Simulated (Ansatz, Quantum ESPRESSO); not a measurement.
**AgCl (Chlorargyrite): Raman and infrared activity**

Wanted: vibrational spectra of AgCl (Chlorargyrite) from linear and non-linear response.

Calculated with Quantum ESPRESSO 8.0 development, patched; DFT LDA, scalar-relativistic, plane waves, PseudoDojo norm-conserving pseudopotentials.

The database entry behind the starting cell differs from later determinations by our own check (an axis about 1.4 % short against later determinations), so it need not match the best structure at ambient conditions.

### Step 1. The starting structure

It takes space group Fm-3m (No. 225, cubic). Conventional cell: a = 5.470 Å, b = 5.470 Å, c = 5.470 Å, α = 90.00°, β = 90.00°, γ = 90.00°. Nearest to Ag lie 6 Cl at 2.73 Å. Nearest to Cl lie 6 Ag at 2.73 Å. Farther neighbours and most contacts between anions are not listed.

### Step 2. A probe with smearing

Before anything dear is run, a loose run with smearing shows whether this is a metal and how far the cell is from rest.

probe.in

```
 &control
    calculation='scf',
    prefix='x',
    outdir='./tmp',
    pseudo_dir='./pseudo',
    tprnfor=.true.,
    tstress=.true.,
    verbosity='high',
 /
 &system
    ibrav=0,
    nat=2,
    ntyp=2,
    ecutwfc=86.0,
    occupations='smearing',
    smearing='gaussian',
    degauss=0.01,
 /
 &electrons
    conv_thr=1.0d-07,
    mixing_beta=0.7,
    electron_maxstep=100,
 /
ATOMIC_SPECIES
 Ag    107.8682  Ag.upf
 Cl     35.4500  Cl.upf
CELL_PARAMETERS angstrom
    -2.735000000    0.000000000    2.735000000
     0.000000000    2.735000000    2.735000000
    -2.735000000    2.735000000    0.000000000
ATOMIC_POSITIONS crystal
 Ag     0.000000000   0.000000000   0.000000000
 Cl     0.500000000   0.500000000   0.500000000
K_POINTS automatic
 6 6 6 0 0 0
```

Command:

```
OMP_NUM_THREADS=1 mpirun -n 4 pw.x -nk 4 -in probe.in > probe.out
```

The log of the run:

```text
[banners, grids, parts of the stress and lines that vanish by symmetry left out]
Program PWSCF v.8.0dev
     Message from routine setup:
     using ibrav=0 with symmetry is DISCOURAGED, use correct ibrav instead
[...]
kinetic-energy cutoff     =      86.0000  Ry
     charge density cutoff     =     344.0000  Ry
     scf convergence threshold =      1.0E-07
[...]
Exchange-correlation= SLA-PW-NOGX-NOGC
                           (   1   4   0   0   0   0   0)
[...]
48 Sym. Ops., with inversion, found
[...]
(     0          1          0      )
                  (     0          0          1      )
[...]
(  0.0000000  1.0000000  0.0000000 )
                  (  0.0000000  0.0000000  1.0000000 )
[...]
(     1          0         -1      )
                  (     0          0         -1      )
[...]
(  0.0000000 -1.0000000  0.0000000 )
[...]
(     0          1         -1      )
                  (     0          1          0      )
[...]
( -1.0000000  0.0000000  0.0000000 )
                  (  0.0000000  1.0000000  0.0000000 )
[...]
number of k points=    16  Gaussian smearing, width (Ry)=  0.0100
[...]
End of self-consistent calculation
[...]
the Fermi energy is     8.8940 ev
!    total energy              =    -342.82354936 Ry
[...]
convergence has been achieved in   6 iterations
[...]
atom    1 type  1   force =     0.00000000    0.00000000    0.00000000
     atom    2 type  2   force =     0.00000000    0.00000000   -0.00000000
[...]
Total force =     0.000000     Total SCF correction =     0.000000
[...]
total   stress  (Ry/bohr**3)                   (kbar)     P=      -36.90
[...]
XML data file, charge density, pseudopotentials, collected wavefunctions

   JOB DONE.
```

Wall time 3.3 s (4 MPI ranks of Intel Xeon 6975P-C (Granite Rapids), shared host); 12 s of CPU time.

This step gave:

| Quantity | Value |
| --- | --- |
| volume per atom | 20.46 Å³ |
| pressure | -3.69 GPa |
| gap on the k-mesh | 0.6125 eV |

A gap of 0.61 eV opens on this mesh, so the crystal is taken as an insulator; the start stands at -3.7 GPa.

### Step 3. Relaxation

The relaxation runs at a cutoff a fifth above that of the response, since stress converges more slowly with the basis than frequencies do. Forces and stress are brought to rest with tight thresholds.

relax.in

```
 &control
    calculation='vc-relax',
    prefix='x',
    outdir='./tmp',
    pseudo_dir='./pseudo',
    tprnfor=.true.,
    tstress=.true.,
    forc_conv_thr=2.0d-05,
    etot_conv_thr=1.0d-07,
    nstep=40,
 /
 &system
    ibrav=0,
    nat=2,
    ntyp=2,
    ecutwfc=103,
    occupations='fixed',
    nbnd=15,
 /
 &electrons
    conv_thr=1.0d-11,
    mixing_beta=0.7,
    electron_maxstep=100,
 /
 &ions
 /
 &cell
    press_conv_thr=0.2,
 /
ATOMIC_SPECIES
 Ag    107.8682  Ag.upf
 Cl     35.4500  Cl.upf
CELL_PARAMETERS angstrom
    -2.735000000    0.000000000    2.735000000
     0.000000000    2.735000000    2.735000000
    -2.735000000    2.735000000    0.000000000
ATOMIC_POSITIONS crystal
 Ag     0.000000000   0.000000000   0.000000000
 Cl     0.500000000   0.500000000   0.500000000
K_POINTS automatic
 8 8 8 0 0 0
```

Command:

```
OMP_NUM_THREADS=1 mpirun -n 4 pw.x -nk 4 -in relax.in > relax.out
```

The log of the run:

```text
[banners, grids, parts of the stress and lines that vanish by symmetry left out]
[banner, memory and clock lines left out]
Program PWSCF v.8.0dev

[...]
kinetic-energy cutoff     =     103.0000  Ry
     charge density cutoff     =     412.0000  Ry
     scf convergence threshold =      1.0E-11
[...]
energy convergence thresh.=      1.0E-07
     force convergence thresh. =      2.0E-05
     press convergence thresh. =      2.0E-01
     Exchange-correlation= SLA-PW-NOGX-NOGC
                           (   1   4   0   0   0   0   0)
[...]
48 Sym. Ops., with inversion, found
[...]
number of k points=    29
[...]
End of self-consistent calculation
[...]
highest occupied, lowest unoccupied level (ev):     8.5558    9.1684
!    total energy              =    -342.82362687 Ry
[...]
convergence has been achieved in   9 iterations
[...]
atom    1 type  1   force =     0.00000000    0.00000000   -0.00000000
     atom    2 type  2   force =     0.00000000    0.00000000    0.00000000
     Total force =     0.000000     Total SCF correction =     0.000000
[...]
total   stress  (Ry/bohr**3)                   (kbar)     P=      -37.75
[...]
number of bfgs steps    =   0
[...]
CELL_PARAMETERS (angstrom)
[...]
ATOMIC_POSITIONS (crystal)
Ag              -0.0000000000       -0.0000000000        0.0000000000
Cl               0.5000000000        0.5000000000        0.5000000000
[...]
New effective cutoffs (rho, wfc):  417.30  104.33
[...]
End of self-consistent calculation
[...]
highest occupied, lowest unoccupied level (ev):     8.9033    9.5179
!    total energy              =    -342.82480641 Ry
[...]
convergence has been achieved in   6 iterations
[...]
atom    1 type  1   force =     0.00000000    0.00000000    0.00000000
     atom    2 type  2   force =    -0.00000000   -0.00000000   -0.00000000
     Total force =     0.000000     Total SCF correction =     0.000000
[...]
total   stress  (Ry/bohr**3)                   (kbar)     P=      -27.73
[...]
number of bfgs steps    =   1
[...]
CELL_PARAMETERS (angstrom)
[...]
ATOMIC_POSITIONS (crystal)
Ag              -0.0000000000        0.0000000000       -0.0000000000
Cl               0.5000000000        0.5000000000        0.5000000000
[...]
New effective cutoffs (rho, wfc):  425.51  106.38
[...]
End of self-consistent calculation
[...]
highest occupied, lowest unoccupied level (ev):     9.4426   10.0639
!    total energy              =    -342.82583140 Ry
[...]
convergence has been achieved in   8 iterations
[...]
atom    1 type  1   force =     0.00000000    0.00000000    0.00000000
     atom    2 type  2   force =    -0.00000000   -0.00000000   -0.00000000
     Total force =     0.000000     Total SCF correction =     0.000000
[...]
total   stress  (Ry/bohr**3)                   (kbar)     P=      -10.41
[...]
number of bfgs steps    =   2
[...]
CELL_PARAMETERS (angstrom)
[...]
ATOMIC_POSITIONS (crystal)
[...]
New effective cutoffs (rho, wfc):  430.40  107.60
[...]
End of self-consistent calculation
[...]
highest occupied, lowest unoccupied level (ev):     9.7669   10.3943
!    total energy              =    -342.82597587 Ry
[...]
convergence has been achieved in   8 iterations
[...]
atom    1 type  1   force =    -0.00000000   -0.00000000    0.00000000
     atom    2 type  2   force =     0.00000000    0.00000000    0.00000000
     Total force =     0.000000     Total SCF correction =     0.000000
[...]
total   stress  (Ry/bohr**3)                   (kbar)     P=        1.10
[...]
number of bfgs steps    =   3
[...]
CELL_PARAMETERS (angstrom)
[...]
ATOMIC_POSITIONS (crystal)
[...]
New effective cutoffs (rho, wfc):  429.93  107.48
[...]
End of self-consistent calculation
[...]
highest occupied, lowest unoccupied level (ev):     9.7358   10.3626
!    total energy              =    -342.82597738 Ry
[...]
convergence has been achieved in   6 iterations
[...]
atom    1 type  1   force =     0.00000000    0.00000000   -0.00000000
     atom    2 type  2   force =     0.00000000    0.00000000    0.00000000
     Total force =     0.000000     Total SCF correction =     0.000000
[...]
total   stress  (Ry/bohr**3)                   (kbar)     P=       -0.04
[...]
number of bfgs steps    =   4
[...]
small trust_radius: resetting bfgs history
[...]
CELL_PARAMETERS (angstrom)
[...]
ATOMIC_POSITIONS (crystal)
[...]
New effective cutoffs (rho, wfc):  429.94  107.48
[...]
End of self-consistent calculation
[...]
highest occupied, lowest unoccupied level (ev):     9.7362   10.3630
!    total energy              =    -342.82597739 Ry
[...]
convergence has been achieved in   3 iterations
[...]
atom    1 type  1   force =     0.00000000    0.00000000   -0.00000000
     atom    2 type  2   force =     0.00000000    0.00000000   -0.00000000
     Total force =     0.000000     Total SCF correction =     0.000000
[...]
total   stress  (Ry/bohr**3)                   (kbar)     P=       -0.02
[...]
bfgs converged in   6 scf cycles and   5 bfgs steps
[...]
End of BFGS Geometry Optimization
     Final enthalpy           =    -342.8259773856 Ry
     File ./tmp/x.bfgs deleted, as requested
[...]
CELL_PARAMETERS (angstrom)
[...]
ATOMIC_POSITIONS (crystal)
Ag              -0.0000000000        0.0000000000       -0.0000000000
Cl               0.5000000000        0.5000000000        0.5000000000
[...]
Final scf calculation at the relaxed structure.
[...]
kinetic-energy cutoff     =     103.0000  Ry
     charge density cutoff     =     412.0000  Ry
     scf convergence threshold =      1.0E-13
[...]
press convergence thresh. =      2.0E-01
     Exchange-correlation= SLA-PW-NOGX-NOGC
                           (   1   4   0   0   0   0   0)
[...]
48 Sym. Ops., with inversion, found
[...]
number of k points=    29
[...]
End of self-consistent calculation
[...]
highest occupied, lowest unoccupied level (ev):     9.7362   10.3630
!    total energy              =    -342.82597410 Ry
[...]
convergence has been achieved in  11 iterations
[...]
atom    1 type  1   force =     0.00000000    0.00000000    0.00000000
     atom    2 type  2   force =     0.00000000    0.00000000    0.00000000
     Total force =     0.000000     Total SCF correction =     0.000000
[...]
total   stress  (Ry/bohr**3)                   (kbar)     P=       -0.04
[...]
XML data file, charge density, pseudopotentials, collected wavefunctions
```

Elapsed: 33 s, on 4 MPI ranks.

Step by step:

```csv
step,energy less that of the first step (eV),largest force (eV/Å),pressure (GPa),volume (Å³)
1,0.0000,0.0000,-3.77,40.92
2,-0.0160,0.0000,-2.77,40.13
3,-0.0300,0.0000,-1.04,38.98
4,-0.0320,0.0000,0.11,38.32
5,-0.0320,0.0000,0.00,38.38
6,-0.0320,0.0000,0.00,38.38
7,-0.0319,0.0000,0.00,38.38
```

```csv
"conventional cell, symmetrised",before,after,change
a (Å),5.470,5.354,-2.1 %
b (Å),5.470,5.354,-2.1 %
c (Å),5.470,5.354,-2.1 %
volume (Å³/atom),20.46,19.19,-6.2 %
```

The relaxed structure:

```cif
data_structure
_symmetry_space_group_name_H-M 'P 1'
_symmetry_Int_Tables_number 1
_cell_length_a 3.7862
_cell_length_b 3.7862
_cell_length_c 3.7862
_cell_angle_alpha 60.000
_cell_angle_beta 60.000
_cell_angle_gamma 60.000
_cell_volume 38.38
loop_
_atom_site_label
_atom_site_type_symbol
_atom_site_fract_x
_atom_site_fract_y
_atom_site_fract_z
_atom_site_occupancy
Ag1 Ag 0.00000 0.00000 0.00000 1
Cl2 Cl 0.50000 0.50000 0.50000 1
```

The last row of the table of steps is pw.x's closing run on a basis chosen anew for the final cell, so its energy can jump.

Read from the output:

- volume per atom: 19.19 Å³
- pressure: -0.004 GPa
- gap on the k-mesh: 0.6268 eV

The volume changes by -6.2 % from the cell with which this run began.

### Step 4. Ground state

The response is built on this ground state, so it is converged far tighter than an energy would need. With a gap, occupations are fixed, which also allows the response to an electric field.

scf.in

```
 &control
    calculation='scf',
    prefix='x',
    outdir='./tmp',
    pseudo_dir='./pseudo',
    tprnfor=.true.,
    tstress=.true.,
 /
 &system
    ibrav=0,
    nat=2,
    ntyp=2,
    ecutwfc=86.0,
    occupations='fixed',
    nbnd=15,
 /
 &electrons
    conv_thr=1.0d-12,
    mixing_beta=0.7,
    electron_maxstep=100,
 /
ATOMIC_SPECIES
 Ag    107.8682  Ag.upf
 Cl     35.4500  Cl.upf
CELL_PARAMETERS angstrom
    -2.677235703    0.000000000    2.677235703
     0.000000000    2.677235703    2.677235703
    -2.677235703    2.677235703    0.000000000
ATOMIC_POSITIONS crystal
 Ag     0.000000000   0.000000000   0.000000000
 Cl     0.500000000   0.500000000   0.500000000
K_POINTS automatic
 8 8 8 0 0 0
```

Command:

```
OMP_NUM_THREADS=1 mpirun -n 4 pw.x -nk 4 -in scf.in > scf.out
```

The log of the run:

```text
[banners, grids, parts of the stress and lines that vanish by symmetry left out]
[banner, memory and clock lines left out]
Program PWSCF v.8.0dev

[...]
kinetic-energy cutoff     =      86.0000  Ry
     charge density cutoff     =     344.0000  Ry
     scf convergence threshold =      1.0E-12
[...]
Exchange-correlation= SLA-PW-NOGX-NOGC
                           (   1   4   0   0   0   0   0)
[...]
48 Sym. Ops., with inversion, found
[...]
number of k points=    29
[...]
End of self-consistent calculation
[...]
highest occupied, lowest unoccupied level (ev):     9.7362   10.3630
!    total energy              =    -342.82595535 Ry
[...]
convergence has been achieved in  10 iterations
[...]
atom    1 type  1   force =     0.00000000    0.00000000   -0.00000000
     atom    2 type  2   force =    -0.00000000   -0.00000000   -0.00000000
     Total force =     0.000000     Total SCF correction =     0.000000
[...]
total   stress  (Ry/bohr**3)                   (kbar)     P=       -0.15
[...]
XML data file, charge density, pseudopotentials, collected wavefunctions
```

Elapsed: 6 s, on 4 MPI ranks.

This step gave:

* pressure: -0.015 GPa

The cell stands at -0.015 GPa, close enough for phonons.

(Part 1 of 3 ends here.)

[Host names and launcher messages were left out of these logs when they were recorded.]

[Logs are printed without paths, hosts, clocks, repeated set-up lines and the standing remarks that a program may print on its own settings, such as how far it seeks lower states.]

[Hosts, paths, dates, database ids (printed as entryN), source tags and the programs' standing remarks are cut or masked in the printed files.]
